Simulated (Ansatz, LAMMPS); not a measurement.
# Which site? As in place of Si in amorphous Si (127 atoms)

At which site of amorphous Si (127 atoms) does As in place of Si cost least, and what about the site decides it?

Main program and level: Ansatz 0.2.0; Kohn-Sham DFT, PBE, PAW (set soft_2), plane waves.

### Step 1. Starting point

The cell holds 127 atoms: 127 Si. Cell: a = 13.787 Å, b = 13.787 Å, c = 13.787 Å, α = 90.0°, β = 90.0°, γ = 90.0°. 127 atoms (127 Si) placed at random at 2.26 g/cm³, melted at 2500 K for 20 ps at fixed volume with the modified Tersoff potential (Kumagai, Izumi, Hara and Sakai, Comput. Mater. Sci. 39, 457 (2007)). Quenched from 2500 K to 300 K at 10 K/ps and fixed volume, held 5 ps.

Limits known from the start: The quench rate of 10 K/ps is orders of magnitude faster than experiment, which tends to freeze in extra defects. The starting topology of bonds comes from the classical model, and needn't be the one that DFT or experiment would give. The Brillouin zone is sampled at Γ only, in a cell whose shortest periodic width is 14 Å.

### Step 2. Single point at the start

The forces at the start show how far the geometry lies from a minimum of this functional.

input.yaml

```yaml
crystal:
  lattice:
    - [13.7871, 0.0, 0.0]
    - [0.0, 13.7871, 0.0]
    - [0.0, 0.0, 13.7871]
  atoms:
    - { symbol: Si, position: [0.315, 0.03086, 0.42704] }
    - { symbol: Si, position: [0.13345, 0.41207, 0.73895] }
    - { symbol: Si, position: [0.61827, 0.65031, 0.69708] }
    - { symbol: Si, position: [0.39799, 0.34713, 0.12447] }
    - { symbol: Si, position: [0.5145, 0.57362, 0.58582] }
    - { symbol: Si, position: [0.9832, 0.64075, 0.71319] }
    - { symbol: Si, position: [0.51322, 0.86828, 0.33341] }
    - { symbol: Si, position: [0.9149, 0.85319, 0.24427] }
    - { symbol: Si, position: [0.39329, 0.9997, 0.93026] }
    - { symbol: Si, position: [0.63027, 0.75676, 0.25354] }
    - { symbol: Si, position: [0.40258, 0.9784, 0.693] }
    - { symbol: Si, position: [0.74968, 0.75272, 0.61357] }
    - { symbol: Si, position: [0.82538, 0.3031, 0.1717] }
    - { symbol: Si, position: [0.98929, 0.4596, 0.98314] }
    - { symbol: Si, position: [0.59068, 0.95415, 0.4638] }
    - { symbol: Si, position: [0.49175, 0.19342, 0.57839] }
    - { symbol: Si, position: [0.07962, 0.30181, 0.62289] }
    - { symbol: Si, position: [0.94658, 0.66902, 0.2145] }
    - { symbol: Si, position: [0.86778, 0.85502, 0.41245] }
    - { symbol: Si, position: [0.1203, 0.06473, 0.79577] }
    - { symbol: Si, position: [0.4307, 0.44542, 0.85343] }
    - { symbol: Si, position: [0.74456, 0.27597, 0.92953] }
    - { symbol: Si, position: [0.27181, 0.45869, 0.09257] }
    - { symbol: Si, position: [0.35381, 0.88393, 0.13778] }
    - { symbol: Si, position: [0.27334, 0.48053, 0.92319] }
    - { symbol: Si, position: [0.8647, 0.13396, 0.23302] }
    - { symbol: Si, position: [0.88098, 0.21892, 0.72905] }
    - { symbol: Si, position: [0.60762, 0.53332, 0.44745] }
    - { symbol: Si, position: [0.85243, 0.09737, 0.49136] }
    - { symbol: Si, position: [0.01733, 0.05966, 0.53746] }
    - { symbol: Si, position: [0.13566, 0.80288, 0.49729] }
    - { symbol: Si, position: [0.21612, 0.89126, 0.23486] }
    [... 89 atom lines left out ...]
    - { symbol: Si, position: [0.35316, 0.6085, 0.34707] }
    - { symbol: Si, position: [0.87388, 0.38175, 0.69516] }
    - { symbol: Si, position: [0.84879, 0.58751, 0.82397] }
    - { symbol: Si, position: [0.04089, 0.12419, 0.9396] }
    - { symbol: Si, position: [0.48856, 0.50239, 0.32829] }
    - { symbol: Si, position: [0.24106, 0.52323, 0.64683] }
kpoints:
  mp_grid: { grid: [1, 1, 1] }
hamiltonian:
  xc: pbe
scf:
  occupations: { method: gaussian, width: 0.05 }
output:
  forces: true
```

Run with:

```bash
$ ansatz run input.yaml --threads 4 --pin off --max-ram 8192MiB --backend cpu --events-out ev --progress --plain --runs-dir out
```

Numbers of over 12 decimals in the logs are rounded to 6 here.

Output:

```text
[...]
Pseudopotentials: kind: paw
Pseudopotential: Si, paw, valence charge 4, recommended cutoff 420 eV (normal), Si.paw.azcp
[... 5 lines on functional and potentials left out ...]
Crystal: 127 atoms, lattice volume = 2620.709 Å³
Basis set: ecut = 420 eV, 51219 PW (Γ), exchange–correlation on 192×192×192 points (8 copies of the dense FFT grid, shifted against one another)
Bands: 381, of which v1, the nominal top of the filled ones, is band 254 counted from 1 (253 counted from 0)
Symmetry: 1 space group operations
Space group: P1 (ITA 1), of the structure as read, at distance tolerance 1.4e-4 Å
k-points: 1
[... 3 lines on functional and potentials left out ...]
Initial density: superposition of atomic densities (neutral atoms: chi_scale 0, normalization atom), corrected by the library's trained network
Initial wavefunctions: pseudopotential atomic-orbital guess
[...]
SCF iter   1: F=—  HF=-80716.270196 eV  |F-HF|=—  |Δ(HF+E_count)|=         —  Δρ=3.34e-3  dr2=1.04e0  ethr=1.77e-3  ⟨swp⟩=6.0  Hψ=1760  notcnv=0  defer=60
preconditioner: auto → Resta (q_TF=auto, 2.076 Å⁻¹)  ε∞=5.7  [insulator: Δε(μ)=0.134 eV  Ē_g=7.519 eV  σ=0.050 eV  W_gap=0.94  n_scr=388 (ndim 8)  ℏωp=16.3 eV  f_vac=0.000  D(μ)=7.53/eV (n_scr^D=18)  ε∞_Penn≈5.7]
SCF iter   2: F=—  HF=-80716.158233 eV  |F-HF|=—  |Δ(HF+E_count)|=   1.12e-1  Δρ=1.75e-3  dr2=1.95e-1  ethr=2.06e-4  ⟨swp⟩=2.0  Hψ=444  notcnv=0  defer=74
SCF iter   3: F=—  HF=-80716.136170 eV  |F-HF|=—  |Δ(HF+E_count)|=   2.21e-2  Δρ=4.01e-4  dr2=8.51e-3  ethr=3.83e-5  ⟨swp⟩=3.0  Hψ=607  notcnv=0  defer=2
automatic band count: iteration 3 solves 294 bands in place of 381: the levels show a gap, and the empty bands left out lie too high to hold charge; the band table lists the bands solved (type scf.n_extra_bands for more)
SCF iter   4: F=—  HF=-80716.137307 eV  |F-HF|=—  |Δ(HF+E_count)|=   1.14e-3  Δρ=1.69e-4  dr2=2.69e-3  ethr=1.68e-6  ⟨swp⟩=3.0  Hψ=607  notcnv=0  defer=2
SCF iter   5: F=—  HF=-80716.137595 eV  |F-HF|=—  |Δ(HF+E_count)|=   2.87e-4  Δρ=6.84e-5  dr2=4.97e-4  ethr=5.29e-7  ⟨swp⟩=3.0  Hψ=422  notcnv=0  defer=2
SCF iter   6: F=—  HF=-80716.137670 eV  |F-HF|=—  |Δ(HF+E_count)|=   7.54e-5  Δρ=2.40e-5  dr2=6.65e-5  ethr=9.77e-8  ⟨swp⟩=3.0  Hψ=422  notcnv=0  defer=2
SCF iter   7: F=—  HF=-80716.138317 eV  |F-HF|=—  |Δ(HF+E_count)|=   6.47e-4  Δρ=8.29e-6  dr2=5.16e-6  ethr=1.31e-8  ⟨swp⟩=2.0  Hψ=415  notcnv=0  defer=32
SCF iter   8: F=—  HF=-80716.138321 eV  |F-HF|=—  |Δ(HF+E_count)|=   3.99e-6  Δρ=2.36e-6  dr2=4.13e-7  ethr=1.02e-9  ⟨swp⟩=2.0  Hψ=496  notcnv=0  defer=32
SCF iter   9: F=-80716.138322 eV  HF=-80716.138322 eV  |F-HF|=1.66e-8  |Δ(HF+E_count)|=   4.44e-7  Δρ=7.61e-7  dr2=4.72e-8  ethr=1.97e-11  ⟨swp⟩=5.0  Hψ=1076  notcnv=0
SCF 1 converged in 9 iterations: F = -80716.138322 eV  dr2 = 4.72e-8
[...]
SCF converged after 9 iterations
Free energy (F): -80716.138322 eV
Harris-Foulkes:  -80716.138322 eV  (|F-HF|=1.66e-8)
Internal energy: -80716.110798 eV  (E = F + TS)
E sigma→0 (E₀):  -80716.124560 eV
Entropy (-TS):   -0.027523 eV (-0.217 meV/atom)
Fermi energy:    6.182285 eV
--- Per-component energies (eV) ---
[...]
Σ components = -80716.138322   (vs F -80716.138322, Δ=0.00e0)
--- Forces (eV/Å), atoms counted from 1 ---
  atom   1  Si     0.35937533     0.59902529    -0.00271942
  atom   2  Si     0.04418846    -0.43596313    -0.21981808
  atom   3  Si     1.39013278    -0.04903373    -0.14679863
  atom   4  Si     0.29985559    -0.05234906    -0.66078580
[...]
atom 127  Si     0.00197323    -0.18683984     0.46441423
  max |Σ_I F_I| component: 1.45e-5 eV/Å
```

It took 30 s on 4 threads of Arm Neoverse V1, shared host; peak memory 2.9 GiB; 1.7 min of CPU time.

The r.m.s. force at the start is 0.51 eV/Å.

### Step 3. Relaxation

The atoms are relaxed in the fixed cell, aiming at the force tolerance of the input.

input.yaml

```yaml
crystal:
  lattice:
    - [13.7871, 0.0, 0.0]
    - [0.0, 13.7871, 0.0]
    - [0.0, 0.0, 13.7871]
  atoms:
    [... the 127 atom lines of step 2 ...]
kpoints:
  mp_grid: { grid: [1, 1, 1] }
hamiltonian:
  xc: pbe
scf:
  occupations: { method: gaussian, width: 0.05 }
output:
  forces: true
relax:
  f_tol: 0.05
  max_steps: 120
```

Output:

```text
[...]
Crystal: 127 atoms, lattice volume = 2620.709 Å³
Basis set: ecut = 420 eV, 51219 PW (Γ), exchange–correlation on 192×192×192 points (8 copies of the dense FFT grid, shifted against one another)
Bands: 381, of which v1, the nominal top of the filled ones, is band 254 counted from 1 (253 counted from 0)
Symmetry: 1 space group operations
[...]
k-points: 1
[...]
SCF iter   1: F=—  HF=-80716.270196 eV  |F-HF|=—  |Δ(HF+E_count)|=         —  Δρ=3.34e-3  dr2=1.04e0  ethr=1.77e-3  ⟨swp⟩=6.0  Hψ=1760  notcnv=0  defer=60
[...]
SCF iter   6: F=—  HF=-80716.138301 eV  |F-HF|=—  |Δ(HF+E_count)|=   8.79e-5  Δρ=2.64e-5  dr2=9.39e-5  ethr=9.02e-8  ⟨swp⟩=3.0  Hψ=422  notcnv=0  defer=119
SCF iter   7: F=-80716.138319 eV  HF=-80716.138317 eV  |F-HF|=2.63e-6  |Δ(HF+E_count)|=   1.55e-5  Δρ=8.06e-6  dr2=4.71e-6  ethr=1.23e-8  ⟨swp⟩=4.0  Hψ=895  notcnv=0
SCF 1 converged in 7 iterations: F = -80716.138319 eV  dr2 = 4.71e-6
[...]
relax step   1: F+E_penalty+E_count = -80716.13831927 eV  Δ(F+E_penalty+E_count) = +0.000e0 eV  max|allowed force component| = 1.825e0 eV/Å  Δτ_max = 0.0000 Å  (7 SCF iters, dr2 threshold 6.25e-5 eV, accepted)
[...]
relax step   2: F+E_penalty+E_count = -80720.71677692 eV  Δ(F+E_penalty+E_count) = -4.578e0 eV  max|allowed force component| = 5.119e-1 eV/Å  Δτ_max = 0.1955 Å  (6 SCF iters, dr2 threshold 1.00e-4 eV, accepted)
[...]
relax step   3: F+E_penalty+E_count = -80721.72088982 eV  Δ(F+E_penalty+E_count) = -1.004e0 eV  max|allowed force component| = 3.713e-1 eV/Å  Δτ_max = 0.1922 Å  (7 SCF iters, dr2 threshold 1.64e-5 eV, accepted)
relax step   4: F+E_penalty+E_count = -80721.95307413 eV  Δ(F+E_penalty+E_count) = -2.322e-1 eV  max|allowed force component| = 2.321e-1 eV/Å  Δτ_max = 0.2000 Å  (7 SCF iters, dr2 threshold 1.08e-5 eV, accepted)
relax step   5: F+E_penalty+E_count = -80722.05423950 eV  Δ(F+E_penalty+E_count) = -1.012e-1 eV  max|allowed force component| = 4.267e-1 eV/Å  Δτ_max = 0.1877 Å  (6 SCF iters, dr2 threshold 2.11e-5 eV, accepted)
relax step   6: F+E_penalty+E_count = -80722.23939165 eV  Δ(F+E_penalty+E_count) = -1.852e-1 eV  max|allowed force component| = 2.667e-1 eV/Å  Δτ_max = 0.2000 Å  (6 SCF iters, dr2 threshold 7.11e-5 eV, accepted)
relax step   7: F+E_penalty+E_count = -80722.29232076 eV  Δ(F+E_penalty+E_count) = -5.293e-2 eV  max|allowed force component| = 6.792e-1 eV/Å  Δτ_max = 0.1944 Å  (6 SCF iters, dr2 threshold 2.78e-5 eV, accepted)
relax step   8: F+E_penalty+E_count = -80722.34236042 eV  Δ(F+E_penalty+E_count) = -5.004e-2 eV  max|allowed force component| = 1.706e-1 eV/Å  Δτ_max = 0.1047 Å  (5 SCF iters, dr2 threshold 1.00e-4 eV, accepted)
relax step   9: F+E_penalty+E_count = -80722.35186440 eV  Δ(F+E_penalty+E_count) = -9.504e-3 eV  max|allowed force component| = 1.196e-1 eV/Å  Δτ_max = 0.0607 Å  (8 SCF iters, accepted)
[...]
relax step  10: F+E_penalty+E_count = -80722.36235261 eV  Δ(F+E_penalty+E_count) = -1.049e-2 eV  max|allowed force component| = 2.318e-2 eV/Å  Δτ_max = 0.0508 Å  (7 SCF iters, accepted)
SCF converged after 7 iterations
Free energy (F): -80722.362353 eV
[...]
Internal energy: -80722.362350 eV  (E = F + TS)
E sigma→0 (E₀):  -80722.362352 eV
Entropy (-TS):   -0.000002 eV (-0.000 meV/atom)
Fermi energy:    6.086306 eV
[...]
Σ components = -80722.362353   (vs F -80722.362353, Δ=0.00e0)
--- Forces (eV/Å), atoms counted from 1 ---
  atom   1  Si     0.01127470     0.01295133     0.00123572
  atom   2  Si    -0.00150840    -0.00381360    -0.00242263
  atom   3  Si    -0.00280759    -0.00213319     0.00001761
  atom   4  Si     0.00101376    -0.00071708    -0.00018973
[...]
atom 127  Si     0.00779565     0.00221117     0.00552468
  max |Σ_I F_I| component: 1.70e-5 eV/Å
--- Relaxed structure (10 steps of the walk, 10 accepted, 0 SCFs on fresh bases) ---
  F+E_penalty+E_count = -80722.36235261 eV   max|allowed force component| = 2.318e-2 eV/Å
  atoms:
    - { symbol: Si, position: [0.320796, 0.034930, 0.401560] }
    - { symbol: Si, position: [0.132171, 0.410443, 0.746437] }
    - { symbol: Si, position: [0.627481, 0.654728, 0.705929] }
    - { symbol: Si, position: [0.397509, 0.361394, 0.127090] }
[...]
- { symbol: Si, position: [0.238791, 0.525619, 0.657758] }
```

The job ended after 3.3 min (4 threads; peak memory 2.8 GiB; 13 min of CPU time).

The relaxation converged after 10 steps, 6.22 eV below its start, with a largest force component of 0.023 eV/Å.

### Step 4. Single point at the relaxed geometry

The electronic structure is read at the final geometry, in a run of its own.

input.yaml

```yaml
crystal:
  lattice:
    - [13.7871, 0.0, 0.0]
    - [0.0, 13.7871, 0.0]
    - [0.0, 0.0, 13.7871]
  atoms:
    - { symbol: Si, position: [0.3208, 0.03493, 0.40156] }
    - { symbol: Si, position: [0.13217, 0.41044, 0.74644] }
    - { symbol: Si, position: [0.62748, 0.65473, 0.70593] }
    - { symbol: Si, position: [0.39751, 0.36139, 0.12709] }
    - { symbol: Si, position: [0.51588, 0.58689, 0.59368] }
    - { symbol: Si, position: [0.97609, 0.66369, 0.71762] }
    [... 115 atom lines left out ...]
    - { symbol: Si, position: [0.35604, 0.60321, 0.36101] }
    - { symbol: Si, position: [0.87742, 0.36875, 0.70801] }
    - { symbol: Si, position: [0.85905, 0.58127, 0.81442] }
    - { symbol: Si, position: [0.04099, 0.1285, 0.93917] }
    - { symbol: Si, position: [0.48459, 0.48913, 0.338] }
    - { symbol: Si, position: [0.23879, 0.52562, 0.65776] }
kpoints:
  mp_grid: { grid: [1, 1, 1] }
hamiltonian:
  xc: pbe
scf:
  occupations: { method: gaussian, width: 0.05 }
output:
  forces: true
  stress: true
  populations: intrinsic
  dos:
    method: { smearing: { sigma: 0.08 } }
    de: 0.1
    projected: { site_lists: { Si: [Si] } }
  eigenvalues: true
  write_density: true
  write_potential: true
  volumetric_format: npy
```

Output:

```text
[...]
Crystal: 127 atoms, lattice volume = 2620.709 Å³
Basis set: ecut = 420 eV, 51219 PW (Γ), exchange–correlation on 192×192×192 points (8 copies of the dense FFT grid, shifted against one another)
Bands: 381, of which v1, the nominal top of the filled ones, is band 254 counted from 1 (253 counted from 0)
Symmetry: 1 space group operations
[...]
k-points: 1
[...]
SCF iter   1: F=—  HF=-80722.525484 eV  |F-HF|=—  |Δ(HF+E_count)|=         —  Δρ=3.21e-3  dr2=1.33e0  ethr=1.77e-3  ⟨swp⟩=6.0  Hψ=1755  notcnv=0  defer=61
[...]
SCF iter  11: F=-80722.362349 eV  HF=-80722.362349 eV  |F-HF|=9.82e-9  |Δ(HF+E_count)|=   9.72e-9  Δρ=3.31e-7  dr2=1.90e-8  ethr=1.97e-11  ⟨swp⟩=8.0  Hψ=1861  notcnv=0
SCF 1 converged in 11 iterations: F = -80722.362349 eV  dr2 = 1.90e-8
[...]
SCF converged after 11 iterations
Free energy (F): -80722.362349 eV
[...]
Internal energy: -80722.362346 eV  (E = F + TS)
E sigma→0 (E₀):  -80722.362347 eV
Entropy (-TS):   -0.000002 eV (-0.000 meV/atom)
Fermi energy:    6.086270 eV
[...]
--- Forces (eV/Å), atoms counted from 1 ---
  atom   1  Si     0.01072575     0.01329608     0.00096165
  atom   2  Si    -0.00126547    -0.00341019    -0.00273307
  atom   3  Si    -0.00237081    -0.00225145    -0.00014214
  atom   4  Si     0.00104053     0.00089779    -0.00067852
  atom   5  Si     0.00336563    -0.00115603    -0.00720700
  atom   6  Si    -0.00239505     0.01084908    -0.00025221
  atom   7  Si     0.00279942     0.00091872     0.00550539
  atom   8  Si    -0.00011385    -0.00480931     0.00509443
  atom   9  Si     0.00088304    -0.00071959    -0.00049922
  atom  10  Si    -0.00733021     0.00000144    -0.00161844
  atom  11  Si    -0.00572329    -0.00008623     0.00677425
  atom  12  Si     0.00051291     0.00194265    -0.00083413
  atom  13  Si    -0.00318625     0.00149065     0.00068958
  atom  14  Si     0.00387306    -0.00376983     0.00059658
[...]
atom 126  Si     0.00148708    -0.00087802     0.00348256
  atom 127  Si     0.00825340     0.00196930     0.00578505
  max |Σ_I F_I| component: 1.20e-5 eV/Å
--- Stress (GPa, compression-positive) ---
       -1.529549       0.116417       1.725129
        0.116417       0.048079      -1.248672
        1.725129      -1.248672      -0.586650
  P = ⅓ Tr σ = -0.6894 GPa (-6.894 kbar)
--- Band table (eV) ---
[...]
--- intrinsic populations: 127 sites ---
  site symbol       q [e]
     0     Si      4.0106
     1     Si      3.9754
     2     Si      3.9686
[...]
126     Si      4.0207
  spilling = -0.000000 (of n_electrons = 508.000000)
```

Wall time 59 s (4 threads); peak memory 2.9 GiB.

Numbers from this run:

| Property | Result |
| --- | --- |
| free energy | -80722.3623 eV |
| free energy per atom | -635.6092 eV/atom |
| SCF cycles | 11 |
| pressure | -0.6894 GPa |
| r.m.s. force component | 0.00472 eV/Å |
| longest force | 0.02577 eV/Å |
| Fermi energy | 6.086 eV |
| gap (highest filled to lowest empty level) | 0.319 eV |

Intrinsic-atomic-orbital charges by element and coordination:

```csv
element,coordination,atoms,mean charge (e),spread,least,most
Si,all,127,0,0.0265,-0.165,0.0854
Si,3,1,-0.165,0,-0.165,-0.165
Si,4,121,0.0011,0.0196,-0.0541,0.0509
Si,5,5,0.0074,0.055,-0.0562,0.0854
```

States in the cell by windows of 0.5 eV, zero at the Fermi level; the larger projections on atomic orbitals stand beside the total:

```csv
from (eV),to (eV),total,Si p,Si s
-10,-9.5,9.7,3.0,6.6
-9.5,-9,27.9,9.1,18.6
-9,-8.5,21.4,7.7,13.5
-8.5,-8,15.1,6.0,9.0
-8,-7.5,15.7,7.0,8.6
-7.5,-7,13.9,6.6,7.2
-7,-6.5,15.8,7.8,7.9
-6.5,-6,18.4,9.8,8.4
-6,-5.5,18.5,10.9,7.4
-5.5,-5,17.6,11.5,5.9
-5,-4.5,18.0,13.2,4.6
-4.5,-4,25.5,21.9,3.4
-4,-3.5,29.6,26.5,2.9
-3.5,-3,35.7,32.4,2.9
-3,-2.5,34.8,31.9,2.5
-2.5,-2,40.5,37.5,2.5
-2,-1.5,37.1,34.6,2.0
-1.5,-1,31.6,29.3,1.6
-1,-0.5,19.5,18.0,1.1
-0.5,0,8.0,7.0,0.7
0,0.5,5.1,3.7,1.0
0.5,1,18.6,11.6,5.2
1,1.5,28.5,17.6,7.5
1.5,2,38.2,24.2,8.7
2,2.5,39.0,25.1,7.6
2.5,3,41.8,26.8,7.0
```

The curve was stored every 0.10 eV, coarse against its broadening of 0.08 eV, so these counts are rough.

Between -13 and -10 eV lie 54 more states.

The levels nearest the highest filled one (over half full), pooled over k-points and spins:

```csv
level less the highest filled one (eV),occupation
-0.407,2
-0.344,2
-0.314,2
-0.239,2
-0.205,2
0,2
0.319,0
0.52,0
0.698,0
0.725,0
0.844,0
0.874,0
```

Valence density in the bc plane at fractional x = 0.140, with atoms of Si within 0.2 Å of it. It is the smooth field of the valence electrons, not physical close to the nuclei.

Ten even steps from '0' (0.02 e/Å³) to '9' (0.54 e/Å³), each cell a mean:
```
000012356566532110000001367667897325531
001122223455432100000001245543456445521
112333211123333210000001233211124787521
455664200012345432100012343210013687643
862244200001257764310013565421113565677
764465210001256424531124544543235886666
234554210001367435642246424786568986432
001122211123467765432235555667656752100
000011112356665322111111222234666521000
000111112479963100001100000123687420000
012332222468742100000111111235777531000
135765432233321000011245544567423541000
135766642111110000012479766788645641000
013579863111111100001357655544444421000
001358975332332210000124553211111110000
001246667777655421000123442100000000000
234556556898447753211234443210001111111
655775333455568864322234577543222233345
622564211112344443221123479865544444456
555764210000123343210001246545643222234
123443221111234566310000135776421000001
000112334444566457520000136886310000000
000001356558887556420000146776432111110
000012465126754332100001254226876555421
```
Columns run along b (13.8 Å), rows up along c (13.8 Å). Atoms in or near the plane, at fractional coordinates: Si at (0.41, 0.75), Si at (0.07, 0.80), Si at (0.80, 0.51), Si at (0.25, 0.01), Si at (0.05, 0.23), Si at (0.71, 0.01), Si at (0.87, 0.96), Si at (0.65, 0.74).

Electrostatic potential energy in the bc plane at fractional x = 0.140, with atoms of Si within 0.2 Å of it. With pseudopotentials it is smooth inside the atoms' cores, unlike the true potential.

Ten even steps from '0' (-46 eV) to '9' (10 eV), each cell a mean:
```
999999985235899999999999985236873001689
999999999888999999999999998889984002699
999999999999888999999999999999998777899
864468999999989999999999999999999877789
720016999999998657899999877899998631378
841137999999984001689986201589998742478
988789999999984102689986100488877888899
999999999999888777899998656788534789999
999999999987678999999999999998756899999
999999999987678999999999999999888999999
999999999988899999999999999998534789999
998766899999999999999998878985000389999
998523689999999999999986425787312589999
998756789999999999999987435899888999999
999988778999999999999999888999999999999
999997546887557899999999999999999999999
988898767873003799999988789999999999999
522479999986335888899998788889999888998
200168999999888998899999987445899888997
633589999999999999999999985102799999998
988999999999987557999999997546899999999
999999998889973004899999998888999999999
999999985225885336899999985336899999999
999999961001788889999999961002787657899
```
Columns run along b (13.8 Å; values clipped at the 3rd and 97th percentile), rows up along c (13.8 Å). Atoms in or near the plane, at fractional coordinates: Si at (0.41, 0.75), Si at (0.07, 0.80), Si at (0.80, 0.51), Si at (0.25, 0.01), Si at (0.05, 0.23), Si at (0.71, 0.01), Si at (0.87, 0.96), Si at (0.65, 0.74).

The highest filled and lowest empty levels differ by 0.319 eV (at Γ alone); a semilocal functional tends to put such gaps too low. In a disordered cell it changes from sample to sample, and tail or defect levels can set it. Intrinsic-atomic-orbital charges run from -0.16 to +0.09 e. Within 0.4 eV of the Fermi level the largest share is Si p (85 % of the projected weight).

(Part 1 of 2 ends here.)

[Logs are printed without paths, hosts, clocks, repeated set-up lines and the standing remarks that a program may print on its own settings, such as how far it seeks lower states.]

[Hosts, paths, dates, database ids (printed as entryN), source tags and the programs' standing remarks are cut or masked in the printed files.]
